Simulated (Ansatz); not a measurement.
# Na on Ru(0001): change of the work function

How does one ordered layer of Na (fcc site) change the work function of Ru(0001), and what dipole does each adsorbate carry?

Calculated with Ansatz 0.2.0; plane-wave DFT, PBE, Ansatz PAW.

### Step 1. The structure

The cell holds 4 atoms: 4 Ru. Its edges and angles: a = 2.700 Å, b = 2.700 Å, c = 24.415 Å, α = 90.0°, β = 90.0°, γ = 60.0°. Vacuum lies along c.

### Step 2. The clean slab

The bare slab comes first, as the zero from which every change is counted. The two lowest layers are held at bulk places and the upper ones relax. The dipole correction removes the false field that a one-sided slab makes across the periodic vacuum, so each face gets a flat vacuum level of its own.

input.yaml

```yaml
crystal:
  lattice:
    - [2.7, 0.0, 0.0]
    - [1.35, 2.3382685902, 0.0]
    - [0.0, 0.0, 24.4152]
  atoms:
    - { symbol: Ru, position: [0.6666666667, 0.6666666667, 0.3686228251] }
    - { symbol: Ru, position: [0.0, 0.0, 0.4562076084] }
    - { symbol: Ru, position: [0.6666666667, 0.6666666667, 0.5437923916] }
    - { symbol: Ru, position: [0.0, 0.0, 0.6313771749] }
kpoints:
  mp_grid: { grid: [12, 12, 1] }
hamiltonian:
  xc: pbe
scf:
  occupations: { method: fermi_dirac, width: 0.1 }
  convergence: { dr2_threshold: 1.0e-08 }
efield:
  axis: 3
  dipole_correction: true
  ramp_position: 0.97
  ramp_width: 0.06
relax:
  f_tol: 0.02
  max_steps: 60
  constraints: [{ sites: [0, 1] }]
output:
  write_potential: true
  write_density: true
  volumetric_format: npy
```

The run is started by

```bash
ansatz run input.yaml --threads 4 --pin off --max-ram 6144MiB --backend cpu --events-out ev --progress --plain --runs-dir out
```

The log of the run:

```text
Engine: ansatz 0.2.0, x86_64-unknown-linux-gnu
Pseudopotentials: kind: paw
Pseudopotential: Ru, paw, valence charge 16, recommended cutoff 420 eV (normal), Ru.paw.azcp
Functional definition: PBE
  parameter kappa = 0.804
  parameter beta = 0.066725
  exchange = pbe_x(kappa = kappa, mu = beta*pi^2/3)
  correlation = pbe_c(beta = beta)
Crystal: 4 atoms, lattice volume = 154.141 Å³
Basis set: ecut = 420 eV, 3063 PW (Γ), exchange–correlation on 40×40×360 points (8 copies of the dense FFT grid, shifted against one another)
Bands: 39, of which v1, the nominal top of the filled ones, is band 32 counted from 1 (31 counted from 0)
Symmetry: 6 space group operations
k-points: 19 of 144 (time reversal used)
Non-local potential: Ru, projectors of the file, l = 0: 3, l = 1: 2, l = 2: 2, l = 3: 1
PAW form: soft (Blöchl's): semilocal exchange-correlation on the pseudo side does not see the compensation charge
PAW one-centre angular grid: Ru, 590 points (default); XC on 64 Gauss nodes
Initial density: superposition of atomic densities (neutral atoms: chi_scale 0, normalization atom), corrected by the library's trained network
Initial wavefunctions: pseudopotential atomic-orbital guess
Functional: x = pbe(κ = 0.804, μ = 0.219515), c = pbe(β = 0.066725)
SCF iter   1: F=—  HF=-23512.726011 eV  |F-HF|=—  |Δ(HF+E_count)|=         —  Δρ=8.02e-3  dr2=4.20e-1  ethr=1.77e-3  p=0.000 e·Å  D=2.58e-13 V/Å  ΔV_dip=-0.00 eV  dr2_dipole=4.17e-8  V_vac-E_F(+/−)=4.75/4.75 eV  ⟨swp⟩=7.4  Hψ=3258  notcnv=0
efield: sawtooth ramp at fractional position 0.9700 (set: `efield.ramp_position`, or a place that a band, a saddle search or an elastic batch's reference lends), width 0.0600; the density the first Hamiltonian is built on has a dipole p = 0.000 e·Å; the dipole correction subtracts the counter field D = 2.58e-13 V/Å, which shifts the + side's vacuum level by -0.00 eV against the − side's; the planar-averaged density in the ramp window peaks in size at 5.1e-6 e/Å³
preconditioner: auto → LDOS  [metal: Δε(μ)=0.040 eV  Ē_g=4.722 eV  σ=0.100 eV  W_gap=0.10  n_scr=18 (ndim 8)  ℏωp=16.9 eV  f_vac=0.584  D(μ)=4.50/eV (n_scr^D=16)  β→1.0]
SCF iter   2: F=—  HF=-23512.720745 eV  |F-HF|=—  |Δ(HF+E_count)|=   5.27e-3  Δρ=3.31e-3  dr2=3.80e-2  ethr=6.57e-4  p=-0.000 e·Å  D=-1.91e-5 V/Å  ΔV_dip=0.00 eV  dr2_dipole=4.73e-7  V_vac-E_F(+/−)=5.00/5.00 eV  ⟨swp⟩=1.5  Hψ=919  notcnv=0
SCF iter   3: F=—  HF=-23512.717886 eV  |F-HF|=—  |Δ(HF+E_count)|=   2.86e-3  Δρ=6.79e-4  dr2=8.55e-4  ethr=5.94e-5  p=-0.000 e·Å  D=-7.45e-6 V/Å  ΔV_dip=0.00 eV  dr2_dipole=3.13e-7  V_vac-E_F(+/−)=5.05/5.05 eV  ⟨swp⟩=2.0  Hψ=932  notcnv=0
SCF iter   4: F=—  HF=-23512.717815 eV  |F-HF|=—  |Δ(HF+E_count)|=   7.07e-5  Δρ=1.58e-4  dr2=1.09e-4  ethr=1.34e-6  p=-0.000 e·Å  D=-6.71e-6 V/Å  ΔV_dip=0.00 eV  dr2_dipole=3.73e-8  V_vac-E_F(+/−)=5.07/5.07 eV  ⟨swp⟩=2.1  Hψ=1171  notcnv=0
SCF iter   5: F=—  HF=-23512.717807 eV  |F-HF|=—  |Δ(HF+E_count)|=   8.36e-6  Δρ=5.25e-5  dr2=8.28e-6  ethr=1.71e-7  p=0.000 e·Å  D=1.10e-6 V/Å  ΔV_dip=-0.00 eV  dr2_dipole=6.35e-10  V_vac-E_F(+/−)=5.08/5.08 eV  ⟨swp⟩=2.2  Hψ=1114  notcnv=0
SCF iter   6: F=—  HF=-23512.717808 eV  |F-HF|=—  |Δ(HF+E_count)|=   1.00e-6  Δρ=2.85e-5  dr2=1.76e-6  ethr=1.29e-8  p=-0.000 e·Å  D=-2.98e-6 V/Å  ΔV_dip=0.00 eV  dr2_dipole=1.12e-11  V_vac-E_F(+/−)=5.09/5.09 eV  ⟨swp⟩=3.0  Hψ=1434  notcnv=0
SCF iter   7: F=—  HF=-23512.717807 eV  |F-HF|=—  |Δ(HF+E_count)|=   1.27e-7  Δρ=8.99e-6  dr2=2.28e-7  ethr=2.75e-9  p=0.000 e·Å  D=5.86e-8 V/Å  ΔV_dip=-0.00 eV  dr2_dipole=5.18e-11  V_vac-E_F(+/−)=5.09/5.09 eV  ⟨swp⟩=2.5  Hψ=1219  notcnv=0
SCF iter   8: F=—  HF=-23512.717808 eV  |F-HF|=—  |Δ(HF+E_count)|=   1.93e-7  Δρ=3.54e-6  dr2=2.81e-8  ethr=3.56e-10  p=-0.000 e·Å  D=-1.05e-7 V/Å  ΔV_dip=0.00 eV  dr2_dipole=1.80e-13  V_vac-E_F(+/−)=5.09/5.09 eV  ⟨swp⟩=2.8  Hψ=1346  notcnv=0
SCF iter   9: F=-23512.717808 eV  HF=-23512.717808 eV  |F-HF|=1.64e-9  |Δ(HF+E_count)|=   2.22e-8  Δρ=1.12e-6  dr2=1.93e-9  ethr=1.56e-11  p=-0.000 e·Å  D=-1.48e-7 V/Å  ΔV_dip=0.00 eV  dr2_dipole=2.29e-13  V_vac-E_F(+/−)=5.09/5.09 eV  ⟨swp⟩=10.6  Hψ=5496  notcnv=0
SCF 1 converged in 9 iterations: F = -23512.717808 eV  dr2 = 1.93e-9
  greatest PAW one-centre occupation: 0.998 electrons in one spin orbital (limit 2), on the Ru atom at site 3 (counted from 0), in its partial waves of l = 0
relax step   1: F+E_penalty+E_count = -23512.71780769 eV  Δ(F+E_penalty+E_count) = +0.000e0 eV  max|allowed force component| = 5.365e-1 eV/Å  Δτ_max = 0.0000 Å  (9 SCF iters, accepted)
Initial density: handed on by an earlier stage of this run
Initial wavefunctions: those handed on with the density
iter 1 solved again at ethr=2.79e-4 eV; its pass at ethr=3.10e-3 eV (dr2=1.79e-1 eV) is discarded
SCF iter   1: F=—  HF=-23512.732683 eV  |F-HF|=—  |Δ(HF+E_count)|=         —  Δρ=4.18e-3  dr2=1.61e-1  ethr=2.79e-4  p=-0.000 e·Å  D=-3.84e-8 V/Å  ΔV_dip=0.00 eV  dr2_dipole=5.05e-2  V_vac-E_F(+/−)=5.08/5.08 eV  ⟨swp⟩=1.4  Hψ=2246  notcnv=0
efield: sawtooth ramp at fractional position 0.9700 (set: `efield.ramp_position`, or a place that a band, a saddle search or an elastic batch's reference lends), width 0.0600; the density the first Hamiltonian is built on has a dipole p = -0.000 e·Å; the dipole correction subtracts the counter field D = -3.84e-8 V/Å, which shifts the + side's vacuum level by +0.00 eV against the − side's; the planar-averaged density in the ramp window peaks in size at 1.2e-6 e/Å³
preconditioner: auto → LDOS  [metal: Δε(μ)=0.011 eV  Ē_g=4.777 eV  σ=0.100 eV  W_gap=0.03  n_scr=18 (ndim 8)  ℏωp=16.9 eV  f_vac=0.589  D(μ)=4.80/eV (n_scr^D=18)  β→1.0]
SCF iter   2: F=—  HF=-23512.729635 eV  |F-HF|=—  |Δ(HF+E_count)|=   3.05e-3  Δρ=1.47e-3  dr2=8.73e-3  ethr=2.51e-4  p=0.001 e·Å  D=1.54e-3 V/Å  ΔV_dip=-0.04 eV  dr2_dipole=1.08e-3  V_vac-E_F(+/−)=5.04/5.07 eV  ⟨swp⟩=1.8  Hψ=865  notcnv=0
SCF iter   3: F=—  HF=-23512.729688 eV  |F-HF|=—  |Δ(HF+E_count)|=   5.31e-5  Δρ=1.46e-3  dr2=8.06e-3  ethr=1.36e-5  p=0.002 e·Å  D=1.78e-3 V/Å  ΔV_dip=-0.04 eV  dr2_dipole=1.74e-4  V_vac-E_F(+/−)=5.04/5.08 eV  ⟨swp⟩=2.9  Hψ=1565  notcnv=0
SCF iter   4: F=—  HF=-23512.727755 eV  |F-HF|=—  |Δ(HF+E_count)|=   1.93e-3  Δρ=1.69e-4  dr2=7.46e-5  ethr=1.26e-5  p=0.001 e·Å  D=1.75e-3 V/Å  ΔV_dip=-0.04 eV  dr2_dipole=2.30e-6  V_vac-E_F(+/−)=5.03/5.07 eV  ⟨swp⟩=2.4  Hψ=1137  notcnv=0
SCF iter   5: F=—  HF=-23512.727759 eV  |F-HF|=—  |Δ(HF+E_count)|=   3.58e-6  Δρ=6.38e-5  dr2=1.06e-5  ethr=1.17e-7  p=0.001 e·Å  D=1.73e-3 V/Å  ΔV_dip=-0.04 eV  dr2_dipole=2.01e-7  V_vac-E_F(+/−)=5.03/5.07 eV  ⟨swp⟩=3.2  Hψ=1577  notcnv=0
SCF iter   6: F=—  HF=-23512.727759 eV  |F-HF|=—  |Δ(HF+E_count)|=   3.69e-7  Δρ=2.64e-5  dr2=1.29e-6  ethr=1.66e-8  p=0.001 e·Å  D=1.75e-3 V/Å  ΔV_dip=-0.04 eV  dr2_dipole=6.06e-9  V_vac-E_F(+/−)=5.03/5.07 eV  ⟨swp⟩=2.3  Hψ=1096  notcnv=0
SCF iter   7: F=—  HF=-23512.727764 eV  |F-HF|=—  |Δ(HF+E_count)|=   5.10e-6  Δρ=6.73e-6  dr2=1.28e-7  ethr=2.01e-9  p=0.002 e·Å  D=1.77e-3 V/Å  ΔV_dip=-0.04 eV  dr2_dipole=1.79e-8  V_vac-E_F(+/−)=5.03/5.07 eV  ⟨swp⟩=3.2  Hψ=1452  notcnv=0
SCF iter   8: F=—  HF=-23512.727764 eV  |F-HF|=—  |Δ(HF+E_count)|=   1.54e-7  Δρ=2.57e-6  dr2=1.72e-8  ethr=2.00e-10  p=0.002 e·Å  D=1.76e-3 V/Å  ΔV_dip=-0.04 eV  dr2_dipole=4.98e-11  V_vac-E_F(+/−)=5.03/5.07 eV  ⟨swp⟩=2.6  Hψ=1286  notcnv=0
SCF iter   9: F=-23512.727764 eV  HF=-23512.727764 eV  |F-HF|=1.08e-8  |Δ(HF+E_count)|=   8.57e-8  Δρ=8.43e-7  dr2=1.48e-9  ethr=1.56e-11  p=0.002 e·Å  D=1.77e-3 V/Å  ΔV_dip=-0.04 eV  dr2_dipole=9.06e-11  V_vac-E_F(+/−)=5.03/5.07 eV  ⟨swp⟩=10.8  Hψ=5451  notcnv=0
SCF 2 converged in 9 iterations: F = -23512.727764 eV  dr2 = 1.48e-9
relax step   2: F+E_penalty+E_count = -23512.72776402 eV  Δ(F+E_penalty+E_count) = -9.956e-3 eV  max|allowed force component| = 2.640e-1 eV/Å  Δτ_max = 0.0631 Å  (9 SCF iters, accepted)
SCF iter   1: F=—  HF=-23512.732127 eV  |F-HF|=—  |Δ(HF+E_count)|=         —  Δρ=2.15e-3  dr2=4.13e-2  ethr=5.39e-4  p=0.002 e·Å  D=1.77e-3 V/Å  ΔV_dip=-0.04 eV  dr2_dipole=1.13e-2  V_vac-E_F(+/−)=5.03/5.08 eV  ⟨swp⟩=2.5  Hψ=1222  notcnv=0
efield: sawtooth ramp at fractional position 0.9700 (set: `efield.ramp_position`, or a place that a band, a saddle search or an elastic batch's reference lends), width 0.0600; the density the first Hamiltonian is built on has a dipole p = 0.002 e·Å; the dipole correction subtracts the counter field D = 1.77e-3 V/Å, which shifts the + side's vacuum level by -0.04 eV against the − side's; the planar-averaged density in the ramp window peaks in size at 1.5e-6 e/Å³
preconditioner: auto → LDOS  [metal: Δε(μ)=0.014 eV  Ē_g=4.748 eV  σ=0.100 eV  W_gap=0.03  n_scr=18 (ndim 8)  ℏωp=16.9 eV  f_vac=0.586  D(μ)=4.73/eV (n_scr^D=18)  β→1.0]
SCF iter   2: F=—  HF=-23512.731433 eV  |F-HF|=—  |Δ(HF+E_count)|=   6.94e-4  Δρ=7.28e-4  dr2=2.45e-3  ethr=6.45e-5  p=0.001 e·Å  D=1.56e-3 V/Å  ΔV_dip=-0.04 eV  dr2_dipole=5.81e-4  V_vac-E_F(+/−)=5.04/5.08 eV  ⟨swp⟩=1.3  Hψ=911  notcnv=0
SCF iter   3: F=—  HF=-23512.731347 eV  |F-HF|=—  |Δ(HF+E_count)|=   8.61e-5  Δρ=6.75e-4  dr2=1.60e-3  ethr=3.83e-6  p=0.001 e·Å  D=1.09e-3 V/Å  ΔV_dip=-0.03 eV  dr2_dipole=1.21e-4  V_vac-E_F(+/−)=5.05/5.07 eV  ⟨swp⟩=3.1  Hψ=1548  notcnv=0
SCF iter   4: F=—  HF=-23512.731026 eV  |F-HF|=—  |Δ(HF+E_count)|=   3.21e-4  Δρ=9.48e-5  dr2=2.66e-5  ethr=2.50e-6  p=0.001 e·Å  D=1.20e-3 V/Å  ΔV_dip=-0.03 eV  dr2_dipole=7.93e-8  V_vac-E_F(+/−)=5.05/5.07 eV  ⟨swp⟩=2.0  Hψ=1076  notcnv=0
SCF iter   5: F=—  HF=-23512.731021 eV  |F-HF|=—  |Δ(HF+E_count)|=   5.59e-6  Δρ=2.91e-5  dr2=1.95e-6  ethr=4.16e-8  p=0.001 e·Å  D=1.21e-3 V/Å  ΔV_dip=-0.03 eV  dr2_dipole=2.54e-7  V_vac-E_F(+/−)=5.04/5.07 eV  ⟨swp⟩=3.1  Hψ=1467  notcnv=0
SCF iter   6: F=—  HF=-23512.731025 eV  |F-HF|=—  |Δ(HF+E_count)|=   4.57e-6  Δρ=1.06e-5  dr2=2.21e-7  ethr=3.05e-9  p=0.001 e·Å  D=1.21e-3 V/Å  ΔV_dip=-0.03 eV  dr2_dipole=2.04e-9  V_vac-E_F(+/−)=5.05/5.07 eV  ⟨swp⟩=2.2  Hψ=1109  notcnv=0
SCF iter   7: F=—  HF=-23512.731026 eV  |F-HF|=—  |Δ(HF+E_count)|=   3.04e-7  Δρ=3.59e-6  dr2=4.53e-8  ethr=3.45e-10  p=0.001 e·Å  D=1.20e-3 V/Å  ΔV_dip=-0.03 eV  dr2_dipole=5.42e-9  V_vac-E_F(+/−)=5.05/5.07 eV  ⟨swp⟩=2.9  Hψ=1359  notcnv=0
SCF iter   8: F=-23512.731026 eV  HF=-23512.731026 eV  |F-HF|=2.12e-8  |Δ(HF+E_count)|=   4.05e-8  Δρ=1.12e-6  dr2=4.91e-9  ethr=1.56e-11  p=0.001 e·Å  D=1.20e-3 V/Å  ΔV_dip=-0.03 eV  dr2_dipole=1.35e-10  V_vac-E_F(+/−)=5.05/5.08 eV  ⟨swp⟩=10.9  Hψ=5666  notcnv=0
SCF 3 converged in 8 iterations: F = -23512.731026 eV  dr2 = 4.91e-9
relax step   3: F+E_penalty+E_count = -23512.73102571 eV  Δ(F+E_penalty+E_count) = -3.262e-3 eV  max|allowed force component| = 1.726e-2 eV/Å  Δτ_max = 0.0292 Å  (8 SCF iters, accepted)
NSCF: frozen V_eff on 19 k-points
the band table was solved once a step of the walk had ended and its energy, with any forces and stress, was formed, with the checks that follow a solve (3206 applications of the Hamiltonian). They found nothing against the state; the energy, forces and stress were not computed again (output.eigenvalues in the input reference)
WARN: The input density's exchange-correlation potential varies sharply where the density is thin. Do not read a vacuum level from v_tot or v_xc, or from such a field of the output density. On a cell that repeats whose density bears no net charge and no dipole along the vacuum's axis use v_es (v_loc + v_h of the components); under efield.dipole_correction with no amplitude use v_es + v_field, which holds any external [...]
SCF converged after 8 iterations
Free energy (F): -23512.731026 eV
Harris-Foulkes:  -23512.731026 eV  (|F-HF|=2.12e-8)
Internal energy: -23512.573717 eV  (E = F + TS)
E sigma→0 (E₀):  -23512.652371 eV
Entropy (-TS):   -0.157309 eV (-39.327 meV/atom)
Fermi energy:    5.070094 eV
Dipole field:    D = 0.001218 V/Å  (p = 0.001037 e·Å, saw-weighted, corrected)
Work function:   Φ+ = 5.0457 eV   Φ− = 5.0754 eV
Levels:          The Fermi level and band energies are counted from a zero that moves with the ramp; work functions are not
--- Per-component energies (eV) ---
  E_band       = -1382.396250
  E_kinetic    = 2053.424202
  E_local      = -108450.119642  (includes V_loc(G=0)·N_el)
  E_nonlocal   = 1374.134427
  E_hartree    = 52740.331232
  E_xc         = -759.224491
  E_vxc        = -952.769083  (∫ρ·V_xc dr)
  E_paw        = -13843.557205  (= ΣΔE_a)
  E_vpaw       = -887.740778  (= ΣTr[D̂ρ^β])
  E_aug_tail   = -0.000773  (compensation charges beyond the density's cutoff)
  E_efield     = 0.000001  (sawtooth field / dipole correction)
  E_vefield    = 0.000284  (∫n·V_field dr)
  E_ewald      = 43372.438533
  E_smearing   = -0.157309  (= −TS)
  E_closure    = -0.000000  (closes the sum)
  Σ components = -23512.731026   (vs F -23512.731026, Δ=0.00e0)
--- Forces (eV/Å), atoms counted from 1 ---
  atom   1  Ru     0.00000000     0.00000000     0.47191104
  atom   2  Ru    -0.00000000     0.00000000    -0.45864795
  atom   3  Ru    -0.00000000    -0.00000000    -0.01725945
  atom   4  Ru    -0.00000000    -0.00000000     0.00398376
  max |Σ_I F_I| component: 1.26e-5 eV/Å
--- Band table (eV; the first three rows and the last of 19) ---
  k-point 0: bands = [... 28 lower, 3.1032, 3.1032, 3.3035, 4.2564, 4.2564, 5.1708, 5.2356, 5.2356, ... 3 higher]
  k-point 1: bands = [... 28 lower, 3.1352, 3.2707, 3.3655, 4.0857, 4.2001, 4.6895, 4.9614, 5.1771, ... 3 higher]
  k-point 2: bands = [... 28 lower, 3.2004, 3.4733, 3.6256, 3.7607, 4.0789, 4.3168, 4.8058, 5.0858, ... 3 higher]
  k-point 18: bands = [... 28 lower, 3.0217, 3.8651, 4.4540, 5.7029, 5.7380, 5.7613, 6.1990, 6.2368, ... 3 higher]
--- Relaxed structure (3 steps of the walk, 3 accepted, 0 SCFs on fresh bases) ---
  F+E_penalty+E_count = -23512.73102571 eV   max|allowed force component| = 1.726e-2 eV/Å
  atoms:
    - { symbol: Ru, position: [0.666667, 0.666667, 0.3686228251] }
    - { symbol: Ru, position: [0.0, 0.0, 0.456208] }
    - { symbol: Ru, position: [0.666667, 0.666667, 0.544587] }
    - { symbol: Ru, position: [-1.393649e-18, 0, 0.629989] }
```

The job ended after 3.3 s (4 threads of AMD EPYC 9R45, shared host; peak memory 0.54 GiB).

Step by step:

| step | energy less that of the first step (eV) | largest force component (eV/Å) |
| --- | --- | --- |
| 1 | 0.0000 | 0.5365 |
| 2 | -0.0100 | 0.2640 |
| 3 | -0.0132 | 0.0173 |

The run keeps the 6 symmetry operations that the program found, so distortions that break them were not tested.

The atoms that moved most (Å):

| atom | dx | dy | dz | length |
| --- | --- | --- | --- | --- |
| Ru4 | 0.000 | 0.000 | -0.034 | 0.034 |
| Ru3 | 0.000 | 0.000 | 0.019 | 0.019 |

Final coordinates:

```xyz
4
Lattice="2.7000 0.0000 0.0000 1.3500 2.3383 0.0000 0.0000 0.0000 24.4152" Properties=species:S:1:pos:R:3
Ru    2.7000    1.5588    9.0000
Ru    0.0000    0.0000   11.1384
Ru    2.7000    1.5588   13.2962
Ru    0.0000    0.0000   15.3813
```

Read from the output:

* energy at zero smearing: -23512.6524 eV
* work function, upper face: 5.046 eV
* work function, lower face: 5.075 eV
* dipole along the normal: 0.001037 e·Å
* step between the vacuum levels: -0.02973 eV

Running mean over 2.138 Å of the planar mean; the ramp of the sawtooth is left out. Table of electron's electrostatic potential energy less the Fermi level by z:

| z (Å) | electron's electrostatic potential energy less the Fermi level (eV) |
| --- | --- |
| 3.0 | 5.08 |
| 3.5 | 5.07 |
| 4.0 | 5.07 |
| 4.5 | 5.07 |
| 5.0 | 5.07 |
| 5.5 | 5.05 |
| 6.0 | 4.98 |
| 6.5 | 4.76 |
| 7.0 | 3.94 |
| 7.5 | 0.744 |
| 8.0 | -6.27 |
| 8.5 | -12.3 |
| 9.0 | -14.2 |
| 9.5 | -14.5 |
| 10.0 | -14.6 |
| 10.5 | -14.7 |
| 11.0 | -14.8 |
| 11.5 | -14.8 |
| 12.0 | -14.6 |
| 12.5 | -14.7 |
| 13.0 | -14.9 |
| 13.5 | -15.0 |
| 14.0 | -15.4 |
| 14.5 | -15.4 |
| 15.0 | -14.8 |
| 15.5 | -14.1 |
| 16.0 | -11.4 |
| 16.5 | -4.48 |
| 17.0 | 1.85 |
| 17.5 | 4.21 |
| 18.0 | 4.81 |
| 18.5 | 4.98 |
| 19.0 | 5.03 |
| 19.5 | 5.04 |
| 20.0 | 5.04 |
| 20.5 | 5.05 |
| 21.0 | 5.05 |

The relaxation took 3 steps and lowered the energy by 0.013 eV; the largest force on the free atoms ends at 0.017 eV/Å.

The work function of the upper face is 5.05 eV.

[end of part 1 of 2]

[Long decimals in the printed logs are rounded to 6 places.]

[Logs are printed without paths, hosts, clocks, repeated set-up lines and the standing remarks that a program may print on its own settings, such as how far it seeks lower states.]

[Hosts, paths, dates, database ids (printed as entryN), source tags and the programs' standing remarks are cut or masked in the printed files.]

[Maps of the electrostatic potential energy from Ansatz leave out the sawtooth potential of an applied field or a dipole correction, so their vacuum need not be flat; planar profiles and work functions include it.]
